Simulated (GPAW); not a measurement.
# O K ELNES/XANES of NbFeO4 (I-4m2) from DFT

How do site, polarisation and core hole shape the O K edge of NbFeO4 (I-4m2)?

Calculated with GPAW 26.7.0; X-ray absorption from dipole matrix elements to empty bands, plane-wave PAW LDA+U.

Most raw output is cut from this account.

## 1. The structure

The structure is tetragonal, space group I-4m2 (No. 119). The conventional cell has a = 3.917 Å, b = 3.917 Å, c = 10.073 Å, α = 90.00°, β = 90.00°, γ = 90.00°. Nearest to Nb lie 6 O at 2.00 to 2.02 Å. Nearest to Fe lie 6 O at 2.02 to 2.11 Å. O has 2 Fe at 2.02 Å and 1 Nb at 2.02 Å nearest. Nearest to O lie 2 Nb at 2.00 Å and 1 Fe at 2.11 Å. Farther neighbours and most contacts between anions are not listed.

## 2. The field without a hole

A plain self-consistent run shows whether there is a gap and which moments survive; both decide the set-up of the core-hole run.

Input file scf.py:

```python
import numpy as np
from ase import Atoms
from ase.parallel import parprint, paropen
from gpaw import GPAW, PW, FermiDirac, Mixer, MixerDif, setup_paths
from gpaw.test import gen
setup_paths.insert(0, '.')
gen('O', name='nch1s', xcname='LDA', corehole=(1, 0, 0), write_xml=True)
from gpaw.mpi import world
world.barrier()

atoms = Atoms('NbFeO4',
    cell=[[-1.95851098, 1.95851098, 5.03653014],
     [1.95851098, -1.95851098, 5.03653014],
     [1.95851098, 1.95851098, -5.03653014]],
    scaled_positions=[[0.25, 0.75, 0.5],
     [0, 0, 0],
     [0.049371, 0.549371, 0.5],
     [0.450629, 0.950629, 0.5],
     [0.20996175, 0.20996175, 0],
     [0.79003825, 0.79003825, 0]],
    magmoms=[0.0, 4.0, 0.0, 0.0, 0.0, 0.0],
    pbc=True)
atoms.calc = calc = GPAW(legacy_gpaw=True, mode=PW(500, force_complex_dtype=True), xc='LDA', setups={'Fe': ':d,5.3', 2: 'nch1s'},
    kpts={'size': (6, 6, 6), 'gamma': True}, occupations=FermiDirac(0.05),
    charge=0, mixer=MixerDif(0.05, 8, 50), maxiter=150,
    convergence={'density': 0.0001, 'eigenstates': 1e-6}, txt='scf.txt')
energy = atoms.get_potential_energy() + calc.get_reference_energy()
ef = calc.get_fermi_level()
out = dict(energy=energy, fermi=ef, forces=atoms.get_forces().tolist(), magmoms=atoms.get_magnetic_moments().tolist())
parprint(f'all-electron energy {energy:.4f} eV, Fermi level {ef:.4f} eV')
ev = np.array([[calc.get_eigenvalues(k, s) for k in range(len(calc.get_ibz_k_points()))] for s in range(calc.get_number_of_spins())])
out['homo'], out['lumo'], out['counts'] = ev[ev < ef].max(), ev[ev > ef].min(), sorted(set((ev < ef).sum((0, 2)).tolist()))
out['filled'] = (ev[:, 0] < ef).sum(1).tolist()
import json
with paropen('out.json', 'w') as f:
    json.dump(out, f)
```

Run with:

```bash
$ OMP_NUM_THREADS=1 mpirun -n 4 gpaw python scf.py
```

Wall time 37 s (4 MPI ranks of Intel Xeon 6975P-C (Granite Rapids), shared host); peak memory 0.36 GiB.

The mesh shows a gap of 1.01 eV, so the hole is first treated in a charged cell, without the excited electron.

Site moments (μB): 0.03, 4.28, 0.13, 0.13, 0.06, 0.06.

## 3. Spectrum without a core hole, O atom 3

This cheap baseline ignores the attraction of the hole: it shows the absorber's empty states as they are in the ground state. The data set with a hole of occupation 0 only carries the core orbital.

The absorber has 2 Fe at 2.02 Å and 1 Nb at 2.02 Å (distorted T-shaped, site symmetry 2mm).

Input file xas.py:

```python
import numpy as np
from ase import Atoms
from ase.parallel import parprint, paropen
from gpaw import GPAW, PW, FermiDirac, Mixer, MixerDif, setup_paths
from gpaw.test import gen
setup_paths.insert(0, '.')
gen('O', name='nch1s', xcname='LDA', corehole=(1, 0, 0), write_xml=True)
from gpaw.mpi import world
world.barrier()

atoms = Atoms('NbFeO4',
    cell=[[-1.95851098, 1.95851098, 5.03653014],
     [1.95851098, -1.95851098, 5.03653014],
     [1.95851098, 1.95851098, -5.03653014]],
    scaled_positions=[[0.25, 0.75, 0.5],
     [0, 0, 0],
     [0.049371, 0.549371, 0.5],
     [0.450629, 0.950629, 0.5],
     [0.20996175, 0.20996175, 0],
     [0.79003825, 0.79003825, 0]],
    magmoms=[0.0, 4.0, 0.0, 0.0, 0.0, 0.0],
    pbc=True)
atoms.calc = calc = GPAW(legacy_gpaw=True, mode=PW(500, force_complex_dtype=True), xc='LDA', setups={'Fe': ':d,5.3', 2: 'nch1s'},
    kpts={'size': (6, 6, 6), 'gamma': True}, occupations=FermiDirac(0.02),
    charge=0, mixer=MixerDif(0.05, 8, 50), maxiter=150,
    convergence={'density': 0.0001, 'eigenstates': 1e-6}, txt='scf.txt')
energy = atoms.get_potential_energy() + calc.get_reference_energy()
ef = calc.get_fermi_level()
out = dict(energy=energy, fermi=ef, forces=atoms.get_forces().tolist(), magmoms=atoms.get_magnetic_moments().tolist())
parprint(f'all-electron energy {energy:.4f} eV, Fermi level {ef:.4f} eV')
ev = np.array([[calc.get_eigenvalues(k, s) for k in range(len(calc.get_ibz_k_points()))] for s in range(calc.get_number_of_spins())])
out['homo'], out['lumo'], out['counts'] = ev[ev < ef].max(), ev[ev > ef].min(), sorted(set((ev < ef).sum((0, 2)).tolist()))
out['filled'] = (ev[:, 0] < ef).sum(1).tolist()

from ase.units import Ha
from gpaw.xas import dipole_matrix_elements
nb = int(calc.get_number_of_electrons() / 2) + 59
top, nb = nb, nb + 8 + nb // 12
nscf = calc.fixed_density(kpts={'size': (5, 5, 5), 'gamma': True}, nbands=nb,
    convergence={'bands': top, 'eigenstates': 5e-3}, maxiter=60, txt='nscf.txt')
cell = atoms.cell.array
ops = [cell.T @ U.T @ np.linalg.inv(cell.T) for U in nscf.wfs.kd.symmetry.op_scc]
filled = [25, 20]  # bands filled in the ground state, by spin
E = np.arange(-25, 34, 0.1)
fwhm = np.interp(E, [4, 25], [0.9, 3.5])
Y, X, zero, highest = 0, 0, 1e9, 1e9
for spin in range(nscf.get_number_of_spins()):
    wfs = nscf.wfs
    mine = wfs.bd.get_slice()  # this rank's bands
    A = dipole_matrix_elements(wfs.setups[2])
    eps = np.zeros((wfs.kd.nibzkpts, nb))
    d = np.zeros((3, A.shape[1], wfs.kd.nibzkpts, nb), complex)
    for kpt in wfs.kpt_u:
        if kpt.s == spin and 2 in kpt.P_ani:
            eps[kpt.k, mine] = kpt.eps_n * Ha
            d[:, :, kpt.k, mine] = (kpt.weight * wfs.nspins / 2) ** 0.5 * np.inner(A, kpt.P_ani[2])
    world.sum(eps)
    world.sum(d)
    T = np.einsum('amkn,bmkn->abkn', d, d.conj()).real
    T = sum(np.einsum('ai,ijkn,bj->abkn', R, T, R) for R in ops) / len(ops)
    empty = np.ones_like(eps, bool) & (np.arange(nb) >= filled[spin])
    zero, highest = min(zero, eps[empty].min()), min(highest, eps[:, top - 1].min())
    lines = [(eps, T, empty)] if spin == 0 else lines + [(eps, T, empty)]
for eps, T, empty in lines:
    f = np.einsum('aakn->akn', T).reshape(3, -1)
    x = eps.ravel() - zero
    w = np.interp(x, E, fwhm) / 2.35482
    g = np.exp(-0.5 * ((E[:, None] - x) / w) ** 2) / (w * (2 * np.pi) ** 0.5)
    Y = Y + (f * empty.ravel()) @ g.T
    X = X + (f * ~empty.ravel()) @ g.T
out.update(E=E.round(2).tolist(), xas=Y.tolist(), xes=X.tolist(), zero=zero, valid=highest - zero, nk=len(eps), nb=nb)
for i in range(0, len(E), 10):
    parprint(f'{E[i]:7.2f}', *(f'{v:10.3e}' for v in Y[:, i]))
import json
with paropen('out.json', 'w') as f:
    json.dump(out, f)
```

Run with:

```bash
$ OMP_NUM_THREADS=1 mpirun -n 4 gpaw python xas.py
```

Wall time 59 s (4 MPI ranks); peak memory 0.47 GiB; 3.9 min of CPU time.

The O K spectrum, O atom 3, no core hole (energy from the lowest empty level; intensity scaled to a mean of 1 over the first 20 eV; polarised curves are means over the symmetry-equivalent atoms):

| E (eV) | isotropic | ε ⊥ c | ε ∥ c |
| --- | --- | --- | --- |
| -2.0 | 0.00 | 0.00 | 0.00 |
| -1.5 | 0.00 | 0.00 | 0.00 |
| -1.0 | 0.00 | 0.00 | 0.00 |
| -0.5 | 0.00 | 0.00 | 0.00 |
| 0.0 | 0.00 | 0.01 | 0.00 |
| 0.5 | 0.07 | 0.08 | 0.04 |
| 1.0 | 0.41 | 0.47 | 0.29 |
| 1.5 | 1.37 | 1.74 | 0.62 |
| 2.0 | 2.46 | 3.36 | 0.64 |
| 2.5 | 2.30 | 3.16 | 0.59 |
| 3.0 | 1.36 | 1.82 | 0.43 |
| 3.5 | 0.52 | 0.69 | 0.17 |
| 4.0 | 0.11 | 0.13 | 0.07 |
| 4.5 | 0.12 | 0.09 | 0.20 |
| 5.0 | 0.28 | 0.18 | 0.50 |
| 5.5 | 0.66 | 0.36 | 1.27 |
| 6.0 | 1.13 | 0.54 | 2.30 |
| 6.5 | 1.14 | 0.59 | 2.25 |
| 7.0 | 0.95 | 0.61 | 1.63 |
| 7.5 | 0.97 | 0.64 | 1.64 |
| 8.0 | 1.16 | 0.73 | 2.04 |
| 8.5 | 1.39 | 0.95 | 2.27 |
| 9.0 | 1.48 | 1.20 | 2.06 |
| 9.5 | 1.43 | 1.37 | 1.56 |
| 10.0 | 1.34 | 1.46 | 1.09 |
| 10.5 | 1.26 | 1.50 | 0.79 |
| 11.0 | 1.22 | 1.50 | 0.65 |
| 11.5 | 1.21 | 1.48 | 0.66 |
| 12.0 | 1.23 | 1.45 | 0.80 |
| 12.5 | 1.28 | 1.43 | 0.99 |
| 13.0 | 1.32 | 1.41 | 1.14 |
| 13.5 | 1.31 | 1.36 | 1.22 |
| 14.0 | 1.24 | 1.25 | 1.22 |
| 14.5 | 1.13 | 1.11 | 1.17 |
| 15.0 | 1.02 | 0.98 | 1.08 |
| 15.5 | 0.90 | 0.87 | 0.98 |
| 16.0 | 0.80 | 0.77 | 0.86 |
| 16.5 | 0.72 | 0.71 | 0.75 |
| 17.0 | 0.67 | 0.69 | 0.64 |
| 17.5 | 0.66 | 0.70 | 0.58 |
| 18.0 | 0.68 | 0.74 | 0.55 |
| 18.5 | 0.70 | 0.77 | 0.56 |
| 19.0 | 0.73 | 0.79 | 0.59 |
| 19.5 | 0.75 | 0.81 | 0.62 |
| 20.0 | 0.77 | 0.82 | 0.66 |
| 20.5 | 0.78 | 0.82 | 0.68 |
| 21.0 | 0.77 | 0.81 | 0.69 |
| 21.5 | 0.75 | 0.79 | 0.67 |
| 22.0 | 0.71 | 0.75 | 0.64 |
| 22.5 | 0.67 | 0.70 | 0.60 |
| 23.0 | 0.62 | 0.65 | 0.55 |
| 23.5 | 0.57 | 0.60 | 0.51 |
| 24.0 | 0.53 | 0.56 | 0.47 |
| 24.5 | 0.50 | 0.52 | 0.46 |
| 25.0 | 0.48 | 0.49 | 0.47 |
| 25.5 | 0.48 | 0.48 | 0.50 |
| 26.0 | 0.50 | 0.47 | 0.54 |
| 26.5 | 0.52 | 0.48 | 0.60 |
| 27.0 | 0.55 | 0.50 | 0.65 |
| 27.5 | 0.58 | 0.53 | 0.70 |
| 28.0 | 0.62 | 0.57 | 0.73 |
| 28.5 | 0.66 | 0.62 | 0.75 |
| 29.0 | 0.70 | 0.67 | 0.76 |
| 29.5 | 0.74 | 0.73 | 0.77 |
| 30.0 | 0.78 | 0.78 | 0.78 |
| 30.5 | 0.82 | 0.83 | 0.82 |
| 31.0 | 0.86 | 0.86 | 0.87 |
| 31.5 | 0.89 | 0.88 | 0.92 |
| 32.0 | 0.91 | 0.88 | 0.97 |

Main maxima below 24 eV (height): 2.2 eV (2.57), 6.2 eV (1.20), 9.0 eV (1.48), 13.2 eV (1.33) and 20.6 eV (0.78). A K edge sees empty p states; the first features are O p mixed into the empty d states of the Fe and Nb neighbours, and the broad ones above probably into the cations' higher empty bands.

The same matrix elements for filled bands give the O K emission of O atom 3 (ground-state approximation; energy from the lowest empty level, largest value 1):

| E (eV) | emission |
| --- | --- |
| -24.00 | 0.00 |
| -23.25 | 0.00 |
| -22.50 | 0.00 |
| -21.75 | 0.00 |
| -21.00 | 0.00 |
| -20.25 | 0.00 |
| -19.50 | 0.00 |
| -18.75 | 0.00 |
| -18.00 | 0.00 |
| -17.25 | 0.00 |
| -16.50 | 0.00 |
| -15.75 | 0.00 |
| -15.00 | 0.00 |
| -14.25 | 0.00 |
| -13.50 | 0.00 |
| -12.75 | 0.00 |
| -12.00 | 0.00 |
| -11.25 | 0.00 |
| -10.50 | 0.00 |
| -9.75 | 0.02 |
| -9.00 | 0.06 |
| -8.25 | 0.02 |
| -7.50 | 0.02 |
| -6.75 | 0.10 |
| -6.00 | 0.18 |
| -5.25 | 0.28 |
| -4.50 | 0.39 |
| -3.75 | 0.51 |
| -3.00 | 0.73 |
| -2.25 | 0.98 |
| -1.50 | 0.39 |
| -0.75 | 0.04 |
| 0.00 | 0.00 |
| 0.75 | 0.00 |
| 1.50 | 0.00 |
| 2.25 | 0.00 |
| 3.00 | 0.00 |

Emission maxima: -2.4 eV (1.00).

## 4. Spectrum without a core hole, O atom 5

The absorber has 2 Nb at 2.00 Å and 1 Fe at 2.11 Å (distorted T-shaped, site symmetry 2mm).

xas.py, as its differences from that of step 3:

```diff
@@ -22,3 +22,3 @@
     pbc=True)
-atoms.calc = calc = GPAW(legacy_gpaw=True, mode=PW(500, force_complex_dtype=True), xc='LDA', setups={'Fe': ':d,5.3', 2: 'nch1s'},
+atoms.calc = calc = GPAW(legacy_gpaw=True, mode=PW(500, force_complex_dtype=True), xc='LDA', setups={'Fe': ':d,5.3', 4: 'nch1s'},
     kpts={'size': (6, 6, 6), 'gamma': True}, occupations=FermiDirac(0.02),
@@ -49,3 +49,3 @@
     mine = wfs.bd.get_slice()  # this rank's bands
-    A = dipole_matrix_elements(wfs.setups[2])
+    A = dipole_matrix_elements(wfs.setups[4])
     eps = np.zeros((wfs.kd.nibzkpts, nb))
@@ -53,5 +53,5 @@
     for kpt in wfs.kpt_u:
-        if kpt.s == spin and 2 in kpt.P_ani:
+        if kpt.s == spin and 4 in kpt.P_ani:
             eps[kpt.k, mine] = kpt.eps_n * Ha
-            d[:, :, kpt.k, mine] = (kpt.weight * wfs.nspins / 2) ** 0.5 * np.inner(A, kpt.P_ani[2])
+            d[:, :, kpt.k, mine] = (kpt.weight * wfs.nspins / 2) ** 0.5 * np.inner(A, kpt.P_ani[4])
     world.sum(eps)
```

Wall time 60 s (4 MPI ranks); peak memory 0.48 GiB.

The O K spectrum, O atom 5, no core hole (energy from the lowest empty level; intensity scaled to a mean of 1 over the first 20 eV; polarised curves are means over the symmetry-equivalent atoms):

| E (eV) | isotropic | ε ⊥ c | ε ∥ c |
| --- | --- | --- | --- |
| -2.00 | 0.00 | 0.00 | 0.00 |
| -1.25 | 0.00 | 0.00 | 0.00 |
| -0.50 | 0.00 | 0.00 | 0.00 |
| 0.25 | 0.06 | 0.09 | 0.01 |
| 1.00 | 0.57 | 0.73 | 0.25 |
| 1.75 | 1.57 | 1.46 | 1.79 |
| 2.50 | 2.61 | 2.56 | 2.71 |
| 3.25 | 0.91 | 1.16 | 0.41 |
| 4.00 | 0.17 | 0.18 | 0.15 |
| 4.75 | 0.40 | 0.24 | 0.71 |
| 5.50 | 1.30 | 1.21 | 1.46 |
| 6.25 | 2.06 | 2.15 | 1.87 |
| 7.00 | 1.27 | 1.46 | 0.87 |
| 7.75 | 0.85 | 0.96 | 0.64 |
| 8.50 | 1.10 | 1.10 | 1.08 |
| 9.25 | 1.21 | 1.10 | 1.44 |
| 10.00 | 1.05 | 0.83 | 1.49 |
| 10.75 | 0.95 | 0.73 | 1.38 |
| 11.50 | 0.95 | 0.79 | 1.27 |
| 12.25 | 1.09 | 1.00 | 1.27 |
| 13.00 | 1.37 | 1.40 | 1.30 |
| 13.75 | 1.49 | 1.64 | 1.20 |
| 14.50 | 1.28 | 1.44 | 0.95 |
| 15.25 | 0.93 | 1.03 | 0.72 |
| 16.00 | 0.65 | 0.70 | 0.57 |
| 16.75 | 0.51 | 0.52 | 0.49 |
| 17.50 | 0.49 | 0.49 | 0.49 |
| 18.25 | 0.54 | 0.55 | 0.53 |
| 19.00 | 0.64 | 0.66 | 0.58 |
| 19.75 | 0.73 | 0.78 | 0.64 |
| 20.50 | 0.81 | 0.85 | 0.72 |
| 21.25 | 0.83 | 0.84 | 0.81 |
| 22.00 | 0.80 | 0.77 | 0.86 |
| 22.75 | 0.73 | 0.67 | 0.85 |
| 23.50 | 0.66 | 0.58 | 0.80 |
| 24.25 | 0.59 | 0.52 | 0.75 |
| 25.00 | 0.56 | 0.49 | 0.71 |
| 25.75 | 0.55 | 0.48 | 0.69 |
| 26.50 | 0.56 | 0.48 | 0.72 |
| 27.25 | 0.59 | 0.50 | 0.78 |
| 28.00 | 0.63 | 0.52 | 0.85 |
| 28.75 | 0.68 | 0.57 | 0.90 |
| 29.50 | 0.73 | 0.63 | 0.93 |
| 30.25 | 0.78 | 0.71 | 0.92 |
| 31.00 | 0.81 | 0.78 | 0.87 |
| 31.75 | 0.83 | 0.84 | 0.80 |

Main maxima below 24 eV (height): 2.4 eV (2.67), 6.2 eV (2.07), 9.1 eV (1.22), 13.7 eV (1.49) and 21.2 eV (0.83). 

The same matrix elements for filled bands give the O K emission of O atom 5 (ground-state approximation; energy from the lowest empty level, largest value 1):

| E (eV) | emission |
| --- | --- |
| -24.00 | 0.00 |
| -23.25 | 0.00 |
| -22.50 | 0.00 |
| -21.75 | 0.00 |
| -21.00 | 0.00 |
| -20.25 | 0.00 |
| -19.50 | 0.00 |
| -18.75 | 0.00 |
| -18.00 | 0.00 |
| -17.25 | 0.00 |
| -16.50 | 0.00 |
| -15.75 | 0.00 |
| -15.00 | 0.00 |
| -14.25 | 0.00 |
| -13.50 | 0.00 |
| -12.75 | 0.00 |
| -12.00 | 0.00 |
| -11.25 | 0.00 |
| -10.50 | 0.00 |
| -9.75 | 0.01 |
| -9.00 | 0.05 |
| -8.25 | 0.02 |
| -7.50 | 0.08 |
| -6.75 | 0.54 |
| -6.00 | 0.72 |
| -5.25 | 0.67 |
| -4.50 | 0.85 |
| -3.75 | 0.92 |
| -3.00 | 0.90 |
| -2.25 | 0.85 |
| -1.50 | 0.25 |
| -0.75 | 0.02 |
| 0.00 | 0.00 |
| 0.75 | 0.00 |
| 1.50 | 0.00 |
| 2.25 | 0.00 |
| 3.00 | 0.00 |

Emission maxima: -4.0 eV (0.98) and -2.6 eV (1.00).

## 5. Supercell without a hole, the energy reference

The photon energy needs a difference of total energies, so the cell and mesh of the coming hole run are first run without a hole.

scf.py, as its differences from that of step 2:

```diff
@@ -10,16 +10,22 @@
 
-atoms = Atoms('NbFeO4',
-    cell=[[-1.95851098, 1.95851098, 5.03653014],
-     [1.95851098, -1.95851098, 5.03653014],
-     [1.95851098, 1.95851098, -5.03653014]],
-    scaled_positions=[[0.25, 0.75, 0.5],
+atoms = Atoms('Nb2Fe2O8',
+    cell=[[3.91702196, -3.91702196, 0],
+     [3.91702196, 3.91702196, 0],
+     [-1.95851098, 1.95851098, 5.03653014]],
+    scaled_positions=[[0.5, 0.25, 0.5],
+     [0, 0.75, 0.5],
      [0, 0, 0],
-     [0.049371, 0.549371, 0.5],
-     [0.450629, 0.950629, 0.5],
-     [0.20996175, 0.20996175, 0],
-     [0.79003825, 0.79003825, 0]],
-    magmoms=[0.0, 4.0, 0.0, 0.0, 0.0, 0.0],
+     [0.5, 0.5, 0],
+     [0.299371, 0.25, 0.098742],
+     [0.799371, 0.75, 0.098742],
+     [0.700629, 0.25, 0.901258],
+     [0.200629, 0.75, 0.901258],
+     [0.20996175, 0, 0.4199235],
+     [0.70996175, 0.5, 0.4199235],
+     [0.79003825, 0, 0.5800765],
+     [0.29003825, 0.5, 0.5800765]],
+    magmoms=[0.0, 0.0, 4.0, 4.0, 0.0, 0.0, 0.0, 0.0, 0.0, 0.0, 0.0, 0.0],
     pbc=True)
-atoms.calc = calc = GPAW(legacy_gpaw=True, mode=PW(500, force_complex_dtype=True), xc='LDA', setups={'Fe': ':d,5.3', 2: 'nch1s'},
-    kpts={'size': (6, 6, 6), 'gamma': True}, occupations=FermiDirac(0.05),
+atoms.calc = calc = GPAW(legacy_gpaw=True, mode=PW(500, force_complex_dtype=True), xc='LDA', setups={'Fe': ':d,5.3', 4: 'nch1s'},
+    kpts={'size': (3, 2, 3), 'gamma': True}, occupations=FermiDirac(0.02),
     charge=0, mixer=MixerDif(0.05, 8, 50), maxiter=150,
```

Run with:

```bash
$ OMP_NUM_THREADS=1 mpirun -n 4 gpaw python scf.py
```

Wall time 48 s (4 MPI ranks); peak memory 0.29 GiB; 3.2 min of CPU time.

Reference energy: -293039.270 eV with the cores included.

(Part 1 of 3 ends here.)

[Logs are printed without paths, hosts, clocks, repeated set-up lines and the standing remarks that a program may print on its own settings, such as how far it seeks lower states.]

[Hosts, paths, dates, database ids (printed as entryN), source tags and the programs' standing remarks are cut or masked in the printed files.]

[Lists of maxima count a maximum above −3 eV only where it reaches 4 % of the highest in the window and stands out from its surroundings by 2 % of it (1.5 % where it reaches 55 %); shoulders and weaker maxima are passed over, and of the rest the first, up to two pre-edge ones and the few strongest are named.]
